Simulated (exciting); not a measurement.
# BaLiF3: the F K edge from the Bethe–Salpeter equation, part 2 of 3

Aim: the F K absorption edge of BaLiF3 with the electron–hole interaction treated explicitly, and what each term of the kernel does.

exciting sodium; X-ray absorption, core-level Bethe-Salpeter equation, exchange and statically screened direct term, Tamm-Dancoff, all-electron LAPW+lo LDA.

So far. Step 3 (A richer basis for the empty states): Against the first ground state the total energy moves by -6 meV an atom and the gap by -0.01 eV.

**4. Screening, kernels and BSE for F atom 2**

The absorber has 2 Li at 1.99 Å (linear, site symmetry 4/mmm).

input.xml reads:

```
<input>
  <title>BaLiF3</title>
  <structure speciespath="." autormt="false" epslat="1.0e-5">
    <crystal>
      <basevect>7.5373269239 0.0000000000 0.0000000000</basevect>
      <basevect>0.0000000000 7.5373269239 0.0000000000</basevect>
      <basevect>0.0000000000 0.0000000000 7.5373269239</basevect>
    </crystal>
    <species speciesfile="Ba.xml" rmt="2.464">
      <atom coord="0.0000000000 0.0000000000 0.0000000000"/>
    </species>
    <species speciesfile="F.xml" rmt="1.752">
      <atom coord="0.5000000000 0.0000000000 0.5000000000"/>
      <atom coord="0.5000000000 0.5000000000 0.0000000000"/>
      <atom coord="0.0000000000 0.5000000000 0.5000000000"/>
    </species>
    <species speciesfile="Li.xml" rmt="1.904">
      <atom coord="0.5000000000 0.5000000000 0.5000000000"/>
    </species>
  </structure>
  <groundstate do="skip" xctype="LDA_PW" ngridk="4 4 4" rgkmax="7" gmaxvr="14" nempty="8" swidth="0.001" maxscl="100" epsengy="1e-5"/>
  <xs xstype="BSE" ngridk="4 4 4" ngridq="4 4 4" vkloff="0.097 0.273 0.493" rgkmax="7" nempty="40" gqmax="3" lmaxapwwf="5" lmaxemat="2" broad="0.01654" tevout="true">
    <energywindow intv="23.561 25.178" points="439"/>
    <screening screentype="full" nempty="60"/>
    <BSE xas="true" xasspecies="2" xasatom="1" xasedge="K" bsetype="singlet" nstlxas="1 36"/>
    <qpointset>
      <qpoint>0 0 0</qpoint>
    </qpointset>
    <plan>
      <doonly task="xsgeneigvec"/>
      <doonly task="writepmatxs"/>
      <doonly task="scrgeneigvec"/>
      <doonly task="scrwritepmat"/>
      <doonly task="screen"/>
      <doonly task="scrcoulint"/>
      <doonly task="exccoulint"/>
    </plan>
  </xs>
</input>
```

input.xml for the last start (plan only) reads:

```
  <plan>
    <doonly task="bse"/>
  </plan>
```

The run is started by

```console
OMP_NUM_THREADS=1 mpirun -n 2 exciting
OMP_NUM_THREADS=2 exciting
```

Numbers of over 12 decimals in the logs are rounded to 6 here.

The program printed:

```text
| EXCITING SODIUM started for task xsgeneigvec ( 301)                          =
One-shot GS runs for BSE calculations
One-shot GS runs for k+qmt/2 grids
Info(xsgeneigvec): Generating eigenvectors for Q-point      1
Info(xsgeneigvec): Generation of eigenvectors finished
| EXCITING SODIUM started for task writepmatxs ( 320)                          =
Info(writepmatxs): Momentum matrix elements finished
| EXCITING SODIUM started for task scrgeneigvec ( 401)                         =
One-shot GS runs for BSE calculations
One-shot GS runs for k+qmt/2 grids
Info(xsgeneigvec): Generating eigenvectors for Q-point      1
Using screening GS parameters.
Info(xsgeneigvec): Generation of eigenvectors finished
| EXCITING SODIUM started for task scrwritepmat ( 420)                         =
Info(writepmatxs): Momentum matrix elements finished
Info(scrwritepmat): Momentum matrix elements for screening finished
| EXCITING SODIUM started for task screen ( 430)                               =
Info(screenlauncher): Calculating screening for unshifted q-grid.
Info(screenlauncher): Number of q points:      10
Info(screenlauncher): lowest (partially)  unoccupied state:     23
Info(screenlauncher): highest (partially) occupied state  :     22
Info(screenlauncher): number of occupied states considered:   22
Info(screenlauncher): number of unoccupied states considered:   61
Info(screenlauncher): Starting loop over q-points
Info(screenlauncher): Screening for unshifted q-grid finished
Info(screenlauncher): Screening finished
| EXCITING SODIUM started for task scrcoulint ( 440)                           =
Info(scrcoulintlauncher): Setting up screened Coulomb interaction matrix W.
Info(scrcoulintlauncher): Using momentum transfer vectors from list :   1 to  1
Info(scrcoulintlauncher): Calculating screened Coulomb interaction matrix W
Info(scrcoulintlauncher): Momentum transfer list index: iqmt=  1
Info(scrcoulintlauncher): Momentum transfer: vqmtl=   0.000   0.000   0.000
Info(scrcoulintlauncher): Calculating RR block of W
Info(scrcoulint): Inspecting occupations...
Info(setranges_modxs): Number of non-reduced k-points:       64
Info(setranges_modxs): Number of states considered:       63
Info(setranges_modxs): Number of (partially) occupied states:        2
Info(setranges_modxs): Highest (partially) occupied states:       22
Info(setranges_modxs): Number of (partially) unoccupied states:       41
Info(setranges_modxs): Lowest (partially) unoccupied states:       23
Info(scrcoulint): Selecting transitions...
Info(select_transitions): Inspecting transitions in the  band interval:
  lowest occupied state:   1
  highest occupied state:   2
  lowest unoccupied state:  23
  highest unoccupied state:  58
  Opening gap with a scissor of:      0.000/H      0.000/eV
Info(select_transitions): Number of participating transitions:    4608
Info(scrcoulint): Size of file SCCLI will be about     0.160675 GB
Info(scrcoulint): Using q-grid
Info(scrcoulint): Number of reduced q-points:     10
Info(scrcoulint): Number of non-reduced q-points:     64
Info(scrcoulint): Calculating W(G1,G2,qr) fourier coefficients
Info(scrcoulint): Calculating W matrix elements
Info(scrcoulintlauncher): Screened coulomb interaction finished for iqmt=   1
| EXCITING SODIUM started for task exccoulint ( 441)                           =
Info(exccoulintlauncher): Setting up exchange interaction matrix V.
Info(exccoulintlauncher): Using momentum transfer vectors from list :   1 to  1
Info(exccoulintlauncher):Calculating exchange interaction matrix V
Info(exccoulintlauncher): Momentum transfer list index: iqmt=  1
Info(exccoulintlauncher): Momentum transfer: vqmtl=   0.000   0.000   0.000
Info(exccoulintlauncher): Calculating RR block of V
Info(exccoulint): Inspecting occupations...
Info(setranges_modxs): Number of non-reduced k-points:       64
Info(setranges_modxs): Number of states considered:       63
Info(setranges_modxs): Number of (partially) occupied states:        2
Info(setranges_modxs): Highest (partially) occupied states:       22
Info(setranges_modxs): Number of (partially) unoccupied states:       41
Info(setranges_modxs): Lowest (partially) unoccupied states:       23
Info(exccoulint): Selecting transitions...
Info(select_transitions): Inspecting transitions in the  band interval:
  lowest occupied state:   1
  highest occupied state:   2
  lowest unoccupied state:  23
  highest unoccupied state:  58
  Opening gap with a scissor of:      0.000/H      0.000/eV
Info(select_transitions): Number of participating transitions:    4608
Info(exccoulint): Size of file EXCLI will be about     0.160675 GB
Info(exccoulint): Generating plane wave matrix elements for momentum transfer iqmt=   1
  Timing (in seconds)	   :    1144.978
Info(exccoulint): Generating V matrix elements
Info(exccoulint): Zeroing Coulomb potential at G+qmt index:  1
Info(exccoulintlauncher): Exchange interaction finished for iqmt=   1
| EXCITING SODIUM started for task bse ( 445)                                  =
Info(bselauncher): Init time:    2.108565
Info(bselauncher): Setting up and diagonalizing BSE Hamiltonian.
Info(bselauncher): Using momentum transfer vectors from list :   1 to  1
Info(bselauncher): Distributing qmt-points over   1 processes.
Info(bselauncher): BSE type: singlet
Info(bselauncher): Momentum transfer list index: iqmt=  1
Info(bselauncher): Momentum transfer: vqmtl=   0.000   0.000   0.000
Info(bse): Inspecting occupations...
Info(setranges_modxs): Number of non-reduced k-points:       64
Info(setranges_modxs): Number of states considered:       63
Info(setranges_modxs): Number of (partially) occupied states:        2
Info(setranges_modxs): Highest (partially) occupied states:       22
Info(setranges_modxs): Number of (partially) unoccupied states:       41
Info(setranges_modxs): Lowest (partially) unoccupied states:       23
Info(select_transitions): Inspecting transitions in the  band interval:
  lowest occupied state:   1
  highest occupied state:   2
  lowest unoccupied state:  23
  highest unoccupied state:  58
  Opening gap with a scissor of:      0.000/H      0.000/eV
Info(select_transitions): Number of participating transitions:    4608
Info(bse): Selecting transitions...
Info(bse):bsegap (eV):   653.394550
Info(bse): Assembling BSE matrix
  RR/RA blocks of global BSE-Hamiltonian:
  Size of the Hamiltonian:    4608
  Number of k-points:      64
  Distributing matrix to   1 processes
  Local matrix shape   4608 x  4608
Info(bse): max local RAM needed for BSE matrices ~     0.316406 GB
Info(setup_bse_block): Setting up RR part of hamiltonian
Info(setup_bse_block): Singlet spin state
Info(bse): Diagonalizing RR Hamiltonian (TDA)
Info(bse): Invoking Lapack routine ZHEEVR
      4608 eigen solutions found in the interval:
         i1=       1 i2=    4608
Info(bse): Writing excition energies and oscillator strengths to text file.
Info(makespectrum_dist): Making spectrum using formula for coupling with time reversed AR basis.
Info(makespectrum_dist): Using formalism for vanishing momentum transfer.
Info(writederived): Writing quantities derived from the macroscopic dielectric function.
Info(bselauncher): Spectrum finished for iqmt=  1
Info(bselauncher): All done for BSE type singlet
```

Elapsed: 46 min, on 2 MPI ranks of Intel Xeon at 2.70GHz, shared host.

Wall time by task: xsgeneigvec 17 s, writepmatxs 17 s, scrgeneigvec 15 s, scrwritepmat 10 s, screen 5.2 min, scrcoulint 17 min, exccoulint 19 min, bse 3.6 min.

The F K spectrum of F atom 2 (energy from the Kohn–Sham onset, core level to the lowest empty state found on the meshes used, 653.12 eV; the ground-state mesh sets it, and the shifted mesh has its lowest transition 0.27 eV above it; Im ε scaled to the maximum of the singlet run; cut below the end of the band set):

```csv
E (eV),Im ε
-5.0,0.02
-4.5,0.03
-4.0,0.03
-3.5,0.04
-3.0,0.06
-2.5,0.08
-2.0,0.13
-1.5,0.24
-1.0,0.60
-0.5,0.99
0.0,0.86
0.5,0.97
1.0,0.78
1.5,0.59
2.0,0.48
2.5,0.38
3.0,0.33
3.5,0.34
4.0,0.32
4.5,0.29
5.0,0.27
5.5,0.33
6.0,0.52
6.5,0.67
7.0,0.62
7.5,0.42
8.0,0.34
8.5,0.23
9.0,0.19
9.5,0.19
10.0,0.17
10.5,0.15
11.0,0.16
11.5,0.18
12.0,0.13
12.5,0.11
13.0,0.10
13.5,0.12
14.0,0.15
14.5,0.17
15.0,0.20
15.5,0.18
16.0,0.17
16.5,0.16
17.0,0.14
17.5,0.12
18.0,0.10
18.5,0.09
19.0,0.09
19.5,0.10
20.0,0.09
20.5,0.09
21.0,0.10
21.5,0.12
22.0,0.15
```

Maxima (height): -0.6 eV (1.00), 0.4 eV (0.97), 3.4 eV (0.34), 6.6 eV (0.67), 11.4 eV (0.19) and 15.2 eV (0.20).

The Hamiltonian has 4608 rows. The lowest groups of eigenvalues and the brightest ones, on the scale above (the program counts from the shifted mesh's onset, 0.27 eV higher). Core spinors bring spin-forbidden partners, so dark means forbidden by spin or by symmetry, and the shifted mesh splits states that symmetry would keep together:

```csv
energy (eV),states within 10 meV,relative strength
-1.136,2,dark
-1.041,2,dark
-0.727,1,dark
-0.714,1,0.65
-0.613,1,dark
-0.592,1,1.00
-0.299,2,0.32
0.402,1,0.58
6.243,2,0.47
6.852,3,0.37
7.092,2,0.24
```

**5. Independent particles**

input.xml: that of step 4 with these lines changed.

```diff
@@ -24,3 +24,3 @@
     <screening screentype="full" nempty="60"/>
-    <BSE xas="true" xasspecies="2" xasatom="1" xasedge="K" bsetype="singlet" nstlxas="1 36"/>
+    <BSE xas="true" xasspecies="2" xasatom="1" xasedge="K" bsetype="IP" nstlxas="1 36"/>
     <qpointset>
@@ -29,9 +29,3 @@
     <plan>
-      <doonly task="xsgeneigvec"/>
-      <doonly task="writepmatxs"/>
-      <doonly task="scrgeneigvec"/>
-      <doonly task="scrwritepmat"/>
-      <doonly task="screen"/>
-      <doonly task="scrcoulint"/>
-      <doonly task="exccoulint"/>
+      <doonly task="bse"/>
     </plan>
```

The run is started by

```console
OMP_NUM_THREADS=2 exciting
```

The program printed:

```text
| EXCITING SODIUM started for task bse ( 445)                                  =
Info(bselauncher): Init time:    1.591056
Info(bselauncher): Setting up and diagonalizing BSE Hamiltonian.
Info(bselauncher): Using momentum transfer vectors from list :   1 to  1
Info(bselauncher): Distributing qmt-points over   1 processes.
Info(bselauncher): BSE type: IP
Info(bselauncher): Momentum transfer list index: iqmt=  1
Info(bselauncher): Momentum transfer: vqmtl=   0.000   0.000   0.000
Info(bse): Inspecting occupations...
Info(setranges_modxs): Number of non-reduced k-points:       64
[...]
highest unoccupied state:  58
  Opening gap with a scissor of:      0.000/H      0.000/eV
Info(select_transitions): Number of participating transitions:    4608
Info(bse): Selecting transitions...
Info(bse):bsegap (eV):   653.394550
Info(bse): IP requested, nothing much to do
Info(bse): Writing excition energies and oscillator strengths to text file.
Info(makespectrum_dist): Making spectrum using formula for coupling with time reversed AR basis.
Info(makespectrum_dist): Using formalism for vanishing momentum transfer.
Info(writederived): Writing quantities derived from the macroscopic dielectric function.
Info(bselauncher): Spectrum finished for iqmt=  1
Info(bselauncher): All done for BSE type IP
```

Run time: 3 s. Hardware: 2 threads.

Maxima (height): 3.8 eV (0.60), 5.9 eV (0.42), 10.9 eV (0.81), 12.6 eV (0.34) and 18.2 eV (0.29); 1 lower ones aren't listed. The spectrum differs from the singlet run by 86 % r.m.s. Moving the earlier curve by +4.0 eV leaves 40 %. The highest maximum lies at 10.9 eV (0.81), against -0.6 eV (1.00).

**6. Exchange alone**

input.xml: that of step 5 with these lines changed.

```diff
@@ -24,3 +24,3 @@
     <screening screentype="full" nempty="60"/>
-    <BSE xas="true" xasspecies="2" xasatom="1" xasedge="K" bsetype="IP" nstlxas="1 36"/>
+    <BSE xas="true" xasspecies="2" xasatom="1" xasedge="K" bsetype="RPA" nstlxas="1 36"/>
     <qpointset>
```

The run is started by

```console
OMP_NUM_THREADS=2 exciting
```

The program printed:

```text
| EXCITING SODIUM started for task bse ( 445)                                  =
Info(bselauncher): Init time:    1.477535
Info(bselauncher): Setting up and diagonalizing BSE Hamiltonian.
Info(bselauncher): Using momentum transfer vectors from list :   1 to  1
Info(bselauncher): Distributing qmt-points over   1 processes.
Info(bselauncher): BSE type: RPA
Info(bselauncher): Momentum transfer list index: iqmt=  1
Info(bselauncher): Momentum transfer: vqmtl=   0.000   0.000   0.000
Info(bse): Inspecting occupations...
Info(setranges_modxs): Number of non-reduced k-points:       64
[...]
Info(setup_bse_block): Setting up RR part of hamiltonian
Info(setup_bse_block): Using RPA approximation
Info(bse): Diagonalizing RR Hamiltonian (TDA)
Info(bse): Invoking Lapack routine ZHEEVR
      4608 eigen solutions found in the interval:
         i1=       1 i2=    4608
Info(bse): Writing excition energies and oscillator strengths to text file.
Info(makespectrum_dist): Making spectrum using formula for coupling with time reversed AR basis.
Info(makespectrum_dist): Using formalism for vanishing momentum transfer.
Info(writederived): Writing quantities derived from the macroscopic dielectric function.
Info(bselauncher): Spectrum finished for iqmt=  1
Info(bselauncher): All done for BSE type RPA
```

It took 3.8 min on 2 threads.

Maxima (height): 3.8 eV (0.59), 6.0 eV (0.42), 10.9 eV (0.82), 12.6 eV (0.35) and 18.3 eV (0.29); 1 lower ones aren't listed. Against the independent-particle run the r.m.s. difference is 2 %.

**7. Direct term alone**

input.xml: that of step 6 with these lines changed.

```diff
@@ -24,3 +24,3 @@
     <screening screentype="full" nempty="60"/>
-    <BSE xas="true" xasspecies="2" xasatom="1" xasedge="K" bsetype="RPA" nstlxas="1 36"/>
+    <BSE xas="true" xasspecies="2" xasatom="1" xasedge="K" bsetype="triplet" nstlxas="1 36"/>
     <qpointset>
```

The run is started by

```console
OMP_NUM_THREADS=2 exciting
```

The program printed:

```text
| EXCITING SODIUM started for task bse ( 445)                                  =
Info(bselauncher): Init time:    2.113911
Info(bselauncher): Setting up and diagonalizing BSE Hamiltonian.
Info(bselauncher): Using momentum transfer vectors from list :   1 to  1
Info(bselauncher): Distributing qmt-points over   1 processes.
Info(bselauncher): BSE type: triplet
Info(bselauncher): Momentum transfer list index: iqmt=  1
Info(bselauncher): Momentum transfer: vqmtl=   0.000   0.000   0.000
Info(bse): Inspecting occupations...
[...]
Info(setup_bse_block): Setting up RR part of hamiltonian
Info(setup_bse_block): Triplet spin state
Info(bse): Diagonalizing RR Hamiltonian (TDA)
Info(bse): Invoking Lapack routine ZHEEVR
      4608 eigen solutions found in the interval:
         i1=       1 i2=    4608
Info(bse): Writing excition energies and oscillator strengths to text file.
Info(makespectrum_dist): Making spectrum using formula for coupling with time reversed AR basis.
Info(makespectrum_dist): Using formalism for vanishing momentum transfer.
Info(writederived): Writing quantities derived from the macroscopic dielectric function.
Info(bselauncher): Spectrum finished for iqmt=  1
Info(bselauncher): All done for BSE type triplet
```

The job ended after 3.8 min (2 threads).

Maxima (height): -0.6 eV (1.03), 0.4 eV (0.98), 3.4 eV (0.34), 6.4 eV (0.67) and 15.2 eV (0.20); 1 lower ones aren't listed. Against the singlet run the r.m.s. difference is 3 %.

**8. Broadening**

Changed against the first singlet run: half width (eV) from 0.45 to 1.35.

input.xml: that of step 7 with these lines changed.

```diff
@@ -21,6 +21,6 @@
   <groundstate do="skip" xctype="LDA_PW" ngridk="4 4 4" rgkmax="7" gmaxvr="14" nempty="8" swidth="0.001" maxscl="100" epsengy="1e-5"/>
-  <xs xstype="BSE" ngridk="4 4 4" ngridq="4 4 4" vkloff="0.097 0.273 0.493" rgkmax="7" nempty="40" gqmax="3" lmaxapwwf="5" lmaxemat="2" broad="0.01654" tevout="true">
+  <xs xstype="BSE" ngridk="4 4 4" ngridq="4 4 4" vkloff="0.097 0.273 0.493" rgkmax="7" nempty="40" gqmax="3" lmaxapwwf="5" lmaxemat="2" broad="0.04961" tevout="true">
     <energywindow intv="23.561 25.178" points="439"/>
     <screening screentype="full" nempty="60"/>
-    <BSE xas="true" xasspecies="2" xasatom="1" xasedge="K" bsetype="triplet" nstlxas="1 36"/>
+    <BSE xas="true" xasspecies="2" xasatom="1" xasedge="K" bsetype="singlet" nstlxas="1 36"/>
     <qpointset>
```

The run is started by

```console
OMP_NUM_THREADS=2 exciting
```

The program printed:

```text
| EXCITING SODIUM started for task bse ( 445)                                  =
Info(bselauncher): Init time:    1.681091
Info(bselauncher): Setting up and diagonalizing BSE Hamiltonian.
Info(bselauncher): Using momentum transfer vectors from list :   1 to  1
Info(bselauncher): Distributing qmt-points over   1 processes.
Info(bselauncher): BSE type: singlet
Info(bselauncher): Momentum transfer list index: iqmt=  1
Info(bselauncher): Momentum transfer: vqmtl=   0.000   0.000   0.000
Info(bse): Inspecting occupations...
[...]
Info(setup_bse_block): Setting up RR part of hamiltonian
Info(setup_bse_block): Singlet spin state
Info(bse): Diagonalizing RR Hamiltonian (TDA)
Info(bse): Invoking Lapack routine ZHEEVR
      4608 eigen solutions found in the interval:
         i1=       1 i2=    4608
Info(bse): Writing excition energies and oscillator strengths to text file.
Info(makespectrum_dist): Making spectrum using formula for coupling with time reversed AR basis.
Info(makespectrum_dist): Using formalism for vanishing momentum transfer.
Info(writederived): Writing quantities derived from the macroscopic dielectric function.
Info(bselauncher): Spectrum finished for iqmt=  1
Info(bselauncher): All done for BSE type singlet
```

It took 4.3 min on 2 threads.

Against the singlet run the r.m.s. difference is 29 %. The highest maximum lies at 0.3 eV (0.63), against -0.6 eV (1.00). Only the width of each line changes; the area stays. A table step wider than the lines misses their tops.

```csv
E (eV),first run,this run
-10.0,0.01,0.02
-9.0,0.01,0.02
-8.0,0.01,0.03
-7.0,0.01,0.03
-6.0,0.02,0.05
-5.0,0.02,0.06
-4.0,0.03,0.09
-3.0,0.06,0.14
-2.0,0.13,0.25
-1.0,0.60,0.47
0.0,0.86,0.62
1.0,0.78,0.59
2.0,0.48,0.47
3.0,0.33,0.38
4.0,0.32,0.35
5.0,0.27,0.35
6.0,0.52,0.41
7.0,0.62,0.42
8.0,0.34,0.32
9.0,0.19,0.24
10.0,0.17,0.20
11.0,0.16,0.18
12.0,0.13,0.16
13.0,0.10,0.14
14.0,0.15,0.15
15.0,0.20,0.16
16.0,0.17,0.16
17.0,0.14,0.14
18.0,0.10,0.12
19.0,0.09,0.11
20.0,0.09,0.11
21.0,0.10,0.11
22.0,0.15,0.13
```

[end of part 2 of 3]

[Banner, clock and machine lines of the logs are left out without a mark of their own.]

[Logs are printed without paths, hosts, clocks, repeated set-up lines and the standing remarks that a program may print on its own settings, such as how far it seeks lower states.]

[Hosts, paths, dates, database ids (printed as entryN), source tags and the programs' standing remarks are cut or masked in the printed files.]
